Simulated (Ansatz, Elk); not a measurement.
# Bonding as seen by X-rays: Sr2PH

The structure of Sr2PH used here is made up (a known structure type with other elements) and was relaxed beforehand with PBE. The aim is the Fourier transform of its all-electron density, F(hkl), set beside the sum over free spherical atoms that refinements use.

Method: DFT, PBE, all-electron APW+lo, Dirac cores, scalar-relativistic bands, static density, no spin, in Elk 11.2.3 (patched build).

The structure was built from a prototype and need not be the compound's stable phase.

## 1. Starting point

The structure is trigonal, space group R-3m (No. 166). The conventional cell has a = 4.383 Å, b = 4.383 Å, c = 19.335 Å, α = 90.00°, β = 90.00°, γ = 120.00°. Nearest to Sr lie 3 P at 2.97 Å and 3 H at 3.03 Å. Nearest to P lie 6 Sr at 2.97 Å. Nearest to H lie 6 Sr at 3.03 Å. Farther neighbours are not listed.

Coordinates:

```cif
data_structure
_symmetry_space_group_name_H-M 'R-3m:H'
_symmetry_Int_Tables_number 166
_cell_length_a 4.3831
_cell_length_b 4.3831
_cell_length_c 19.3349
_cell_angle_alpha 90.000
_cell_angle_beta 90.000
_cell_angle_gamma 120.000
_cell_volume 321.69
loop_
_atom_site_label
_atom_site_type_symbol
_atom_site_symmetry_multiplicity
_atom_site_Wyckoff_symbol
_atom_site_fract_x
_atom_site_fract_y
_atom_site_fract_z
_atom_site_occupancy
Sr1 Sr 6 c 0.33333 0.66667 0.91418 1
P1 P 3 b 0.66667 0.33333 0.83333 1
H1 H 3 a 0.00000 0.00000 0.00000 1
```

## 2. Ground state and structure factors

An all-electron density is needed, since X-rays see the cores too. Task 0 finds the density and task 195 Fourier-transforms it; tshift is off so that phases refer to the origin typed.

File elk.in:

```
tasks
  0
  195

xctype
  20

spinpol
  .false.

rgkmax
  7.0

gmaxvr
  14.0

lmaxo
  7

lmaxapw
  8

swidth
  0.002

tshift
  .false.

ramdisk
  .false.

hmaxvr
  5.5

maxscl
  120

epspot
  1e-06

sppath
  './'

avec
  4.14143492439 2.39105856812 12.17920289998
  -4.14143492439 2.39105856812 12.17920289998
  -0.00000000000 -4.78211713717 12.17920289980

atoms
  3
  'Sr.in'
  2
  0.2475158223 0.2475158223 0.2475158223   0.000000 0.000000 0.000000
  0.7524841777 0.7524841777 0.7524841777   0.000000 0.000000 0.000000
  'P.in'
  1
  0.5000000000 0.5000000000 0.5000000000   0.000000 0.000000 0.000000
  'H.in'
  1
  0.0000000000 0.0000000000 0.0000000000   0.000000 0.000000 0.000000

ngridk
  6 6 6
```

The run is started by

```
$ OMP_NUM_THREADS=4 elk
```

Numbers of over 12 decimals in the logs are rounded to 6 here.

Output:

```text
┌─────────────────────────┐
│ Elk code version 11.2.3 │
└─────────────────────────┘

All units are atomic (Hartree, Bohr, etc.)

┌─────────────────────────────────────────────────┐
│ Ground-state run starting from atomic densities │
└─────────────────────────────────────────────────┘

Lattice vectors :
   4.141434924       2.391058568       12.17920290
  -4.141434924       2.391058568       12.17920290
  -0.000000000      -4.782117137       12.17920290

Reciprocal lattice vectors :
  0.7585758827      0.4379639901      0.1719648749
 -0.7585758827      0.4379639901      0.1719648749
 -0.1534002650E-16 -0.8759279802      0.1719648748

Unit cell volume      :    723.6210165
Brillouin zone volume :   0.3427902283

Muffin-tin inner radius fraction :   0.1000000000E-01

Nuclei treated as point charges

Species : 1 (Sr)
 parameters loaded from : Sr.in
 name : strontium
 nuclear charge    :   -38.00000000
 electronic charge :    38.00000000
 atomic mass :    159721.4892
 muffin-tin radius :    2.600000000
 number of radial points in muffin-tin :   1193
 inner part over the whole radius :   0.9909106339E-02
 number on inner part of muffin-tin    :    847
 approximate nuclear radius :   0.8067967193E-04
 number of mesh points to nuclear radius :    415
 atomic positions (lattice), magnetic fields (Cartesian) :
  1 :   0.24751582  0.24751582  0.24751582    0.00000000  0.00000000  0.00000000
  2 :  -0.24751582 -0.24751582 -0.24751582    0.00000000  0.00000000  0.00000000

Species : 2 (P)
 parameters loaded from : P.in
 name : phosphorus
 nuclear charge    :   -15.00000000
 electronic charge :    15.00000000
 atomic mass :    56461.71230
 muffin-tin radius :    2.200000000
 number of radial points in muffin-tin :    793
 inner part over the whole radius :   0.9987340520E-02
 number on inner part of muffin-tin    :    554
 approximate nuclear radius :   0.6081821256E-04
 number of mesh points to nuclear radius :    248
 atomic positions (lattice), magnetic fields (Cartesian) :
  1 :   0.50000000  0.50000000  0.50000000    0.00000000  0.00000000  0.00000000

Species : 3 (H)
 parameters loaded from : H.in
 name : hydrogen
 nuclear charge    :   -1.000000000
 electronic charge :    1.000000000
 atomic mass :    1837.362221
 muffin-tin radius :    1.400000000
 number of radial points in muffin-tin :    393
 inner part over the whole radius :   0.9705542320E-02
 number on inner part of muffin-tin    :    258
 approximate nuclear radius :   0.2766748019E-04
 number of mesh points to nuclear radius :     78
 atomic positions (lattice), magnetic fields (Cartesian) :
  1 :   0.00000000  0.00000000  0.00000000    0.00000000  0.00000000  0.00000000

Total number of atoms per unit cell :    4
Total muffin-tin volume :    203.3406317
 ratio of muffin-tin to unit cell volume :   0.2810043200

Spin treatment :
 spin-unpolarised

Number of Bravais lattice symmetries :   12
Number of crystal symmetries         :   12
Crystal has inversion symmetry
Real symmetric eigensolver will be used

k-point grid :      6     6     6
k-point offset :    0.000000000       0.000000000       0.000000000
k-point set is reduced with full crystal symmetry group
Total number of k-points :       32

Muffin-tin radius times maximum |G+k| :    7.000000000
 using average radius
Maximum |G+k| for APW functions       :    3.181818182
Maximum (1/2)|G+k|²                   :    5.061983471
Maximum |G| for potential and density :    14.00000000
Constant for pseudocharge density :    9
 order of it for each species :   16  16  16
 order of it for pair densities of each species (exact exchange by exxq0 0: 17) :   14  10   3
Radial integration step length :    1

G-vector grid sizes :     60    60    60
Number of G-vectors :    33535

Maximum angular momentum used for
 APW functions            :    8
 outer part of muffin-tin :    7
 inner part of muffin-tin :    2

Total nuclear charge    :   -92.00000000
Total core charge       :    66.00000000
Total valence charge    :    26.00000000
[...]
(states/Hartree/unit cell)

Estimated indirect band gap :   0.1040756104
 from k-point 32 to k-point 4
Estimated direct band gap   :   0.1164055111
 at k-point 4

Charges :
 core                        :    66.00000000
 valence                     :    26.00000000
 interstitial                :    5.599318163
 muffin-tins (core leakage)
  species : 1 (Sr)
   atom 1                    :    35.91706302     (  0.2860425584E-04)
   atom 2                    :    35.91706302     (  0.2860425584E-04)
  species : 2 (P)
   atom 1                    :    13.80822356     (  0.3084848188E-03)
  species : 3 (H)
   atom 1                    :   0.7583322451     (   0.000000000    )
 total in muffin-tins        :    86.40068184
 total calculated charge     :    91.99931670
 total charge                :    92.00000000
 error                       :   0.6832960720E-03

RMS change in Kohn-Sham potential (target) :    35.21224923     (  0.1000000000E-05)
Absolute change in total energy (target)   :    1.738197537     (  0.1000000000E-03)

[... loops 3 to 18 left out ...]

┌──────────────────┐
│ Loop number : 19 │
└──────────────────┘

Energies :
 Fermi                       :     0.159141
 sum of occupied eigenvalues :     -3938.2291385179
 electron kinetic            :      6894.3944813365
 core electron kinetic       :      6791.2595901632
 Coulomb                     :     -13362.815901608
 Coulomb potential           :     -10527.994907103
 nuclear-nuclear             :     -674.81830398786
 electron-nuclear            :     -14857.785576385
 Hartree                     :      2169.7879787653
 Madelung                    :     -8098.8184480561
 xc potential                :     -304.62871275163
 exchange                    :     -229.69059535014
 correlation                 :     -4.388245
 electron entropic           :    -0.21366604993233E-07
 total energy                :     -6702.5002609829

Density of states at Fermi energy :   0.3754215753E-03
 (states/Hartree/unit cell)

Estimated indirect band gap :   0.5033563503E-01
 from k-point 32 to k-point 4
Estimated direct band gap   :   0.5298956927E-01
 at k-point 4

Charges :
 core                        :    66.00000000
 valence                     :    26.00000000
 interstitial                :    5.948125690
 muffin-tins (core leakage)
  species : 1 (Sr)
[...]
species : 2 (P)
[...]
species : 3 (H)
   atom 1                    :   0.6909058567     (   0.000000000    )
 total in muffin-tins        :    86.05187431
 total calculated charge     :    91.99936641
 total charge                :    92.00000000
 error                       :   0.6335861188E-03

RMS change in Kohn-Sham potential (target) :   0.4010223064E-06 (  0.1000000000E-05)
Absolute change in total energy (target)   :   0.1001977580E-05 (  0.1000000000E-03)

Convergence targets achieved

┌──────────────────┐
│ Loop number : 20 │
└──────────────────┘

Energies :
 Fermi                       :     0.159141
 sum of occupied eigenvalues :     -3938.2291386523
 electron kinetic            :      6894.3944811474
 core electron kinetic       :      6791.2595899373
 Coulomb                     :     -13362.815901516
 Coulomb potential           :     -10527.994906997
 nuclear-nuclear             :     -674.81830398786
 electron-nuclear            :     -14857.785576312
 Hartree                     :      2169.7879787841
 Madelung                    :     -8098.8184480172
 xc potential                :     -304.62871280283
 exchange                    :     -229.69059535052
 correlation                 :     -4.388245
 electron entropic           :    -0.21366603781347E-07
 total energy                :     -6702.5002610806

Density of states at Fermi energy :   0.3754215525E-03
 (states/Hartree/unit cell)

Estimated indirect band gap :   0.5033563526E-01
 from k-point 32 to k-point 4
Estimated direct band gap   :   0.5298956952E-01
 at k-point 4

Charges :
 core                        :    66.00000000
 valence                     :    26.00000000
 interstitial                :    5.948125686
 muffin-tins (core leakage)
  species : 1 (Sr)
   atom 1                    :    35.99967118     (  0.2851755670E-04)
   atom 2                    :    35.99967118     (  0.2851755670E-04)
  species : 2 (P)
   atom 1                    :    13.36162610     (  0.3133353860E-03)
  species : 3 (H)
   atom 1                    :   0.6909058569     (   0.000000000    )
 total in muffin-tins        :    86.05187431
 total calculated charge     :    91.99936641
 total charge                :    92.00000000
 error                       :   0.6335861211E-03

┌──────────────────────────────┐
│ Self-consistent loop stopped │
└──────────────────────────────┘

Warning : core states of species 2 leak from the muffin-tin :   0.3133353860E-03

Wrote STATE.OUT
```

Run time: 33 s. Hardware: 4 threads of Arm Neoverse V2, shared host; peak memory 0.2 GiB; 81 s of CPU time.

SFACRHO.OUT:

```text

h k l indices transformed by vhmat matrix:
   1.000000000       0.000000000       0.000000000    
   0.000000000       1.000000000       0.000000000    
   0.000000000       0.000000000       1.000000000    

      h      k      l  multipl.   |H|            Re(F)            Im(F)           |F|

      0      0      0      1   0.0000000       91.999999      0.54399876E-16   91.999999    
      1      1      1      2  0.51589462      -16.688663      0.30627421E-14   16.688663    
      0      0      1      6  0.89264872      -10.513464      0.20522950E-14   10.513464    
      1      0      1      6  0.94103002      -52.167001     -0.23089493E-14   52.167001    
     -2     -2     -2      2   1.0317892      -51.299401      0.68635209E-14   51.299401    
     -1     -2     -1      6   1.1137327       74.974596     -0.12481014E-13   74.974596    
     -2     -1     -2      6   1.2274151      -5.3219112      0.10766084E-13   5.3219112    
     -2     -3     -2      6   1.4887155      -15.408968     -0.68057499E-14   15.408968    
      0      1     -1      6   1.5171518       67.734551      0.26921818E-14   67.734551    
     -3     -3     -3      2   1.5476839      -1.2377648      0.22170766E-13   1.2377648    
      0     -2     -1     12   1.6024658      -11.528679     -0.30301684E-14   11.528679    
     -2     -3     -3      6   1.6309055       65.503188      0.85348866E-14   65.503188    
     -1     -1      1      6   1.7602759      -7.7785969      0.36610333E-14   7.7785969    
      0      2      0      6   1.7852974      -44.958807      0.60598555E-14   44.958807    
     -1     -3     -2     12   1.8347584      -44.247605      0.59847405E-14   44.247605    
      0      2      2      6   1.8820600       61.934055     -0.43086075E-14   61.934055    
     -3     -3     -4      6   1.9298813      -42.884134     -0.19479311E-13   42.884134    
     -1     -1     -3      6   1.9514859      -4.2650129     -0.55272012E-14   4.2650129
```

Elk indexes on the primitive cell of elk.in and gives |H| = 4π sin θ/λ in inverse bohr. Below, one row stands for each form hkl of the conventional cell (m members, Friedel mates merged), F is for one primitive cell and the density is static (no thermal factor). Free-atom factors are Waasmaier and Kirfel's, and R is Σm||F|−|F'||/Σm|F|.

```
hkl   m  sin θ/λ (Å⁻¹)  abs F, DFT  neutral atoms   diff.
003   2          0.078      16.689         16.237  +0.452
101   6          0.134      10.514         10.373  +0.141
012   6          0.141      52.167         52.493  -0.326
006   2          0.155      51.299         51.489  -0.190
104   6          0.168      74.975         74.404  +0.571
015   6          0.185       5.322          5.387  -0.065
107   6          0.224      15.409         15.723  -0.314
110   6          0.228      67.735         67.728  +0.006
009   2          0.233       1.238          1.245  -0.007
113  12          0.241      11.529         11.768  -0.239
018   6          0.245      65.503         65.488  +0.015
021   6          0.265       7.779          7.928  -0.149
202   6          0.269      44.959         44.856  +0.103
116  12          0.276      44.248         44.173  +0.074
```

## 3. The highest occupied states alone

An energy window below the Fermi level keeps the highest occupied states, to see at which angles they scatter; shallow core shells can lie inside it and anion s states outside. No new self-consistency is needed.

Changes to elk.in since step 2:

```diff
@@ -1,3 +1,2 @@
 tasks
-  0
   195
@@ -40,2 +39,5 @@
 
+wsfac
+  -0.208350 0.459140
+
 sppath
```

The run is started by

```
$ OMP_NUM_THREADS=4 elk
```

Output:

```text
┌─────────────────────────────────┐
│ Elk code version 11.2.3 started │
└─────────────────────────────────┘

Info(readinput): the functional depends on the density's gradient
 muffin-tin radial points multiplied by    2.00000
 (not where nrmtscf is given)

┌────────────────────┐
│ Current task : 195 │
└────────────────────┘

Info(sfacrho): density structure factors written to SFACRHO.OUT

 Energy window :  -0.2083500000      0.4591400000

┌──────────────────┐
│ Elk code stopped │
└──────────────────┘
```

Run time: 9.6 s. Hardware: 4 threads; peak memory 0.16 GiB.

States within 10 eV below the Fermi level hold 10.00 electrons; any levels below the window count with the cores. Their amplitudes can exceed the total, where window and core parts have opposite phase:

```
hkl  sin θ/λ (Å⁻¹)  abs F, window  abs F, all
003          0.078          3.563      16.689
101          0.134          1.813      10.514
012          0.141          3.209      52.167
006          0.155          2.738      51.299
104          0.168          2.712      74.975
015          0.185          0.632       5.322
107          0.224          0.004      15.409
110          0.228          1.110      67.735
009          0.233          0.093       1.238
113          0.241          0.115      11.529
```

(Part 1 of 2 ends here.)

[Logs are printed without paths, hosts, clocks, repeated set-up lines and the standing remarks that a program may print on its own settings, such as how far it seeks lower states.]

[Hosts, paths, dates, database ids (printed as entryN), source tags and the programs' standing remarks are cut or masked in the printed files.]
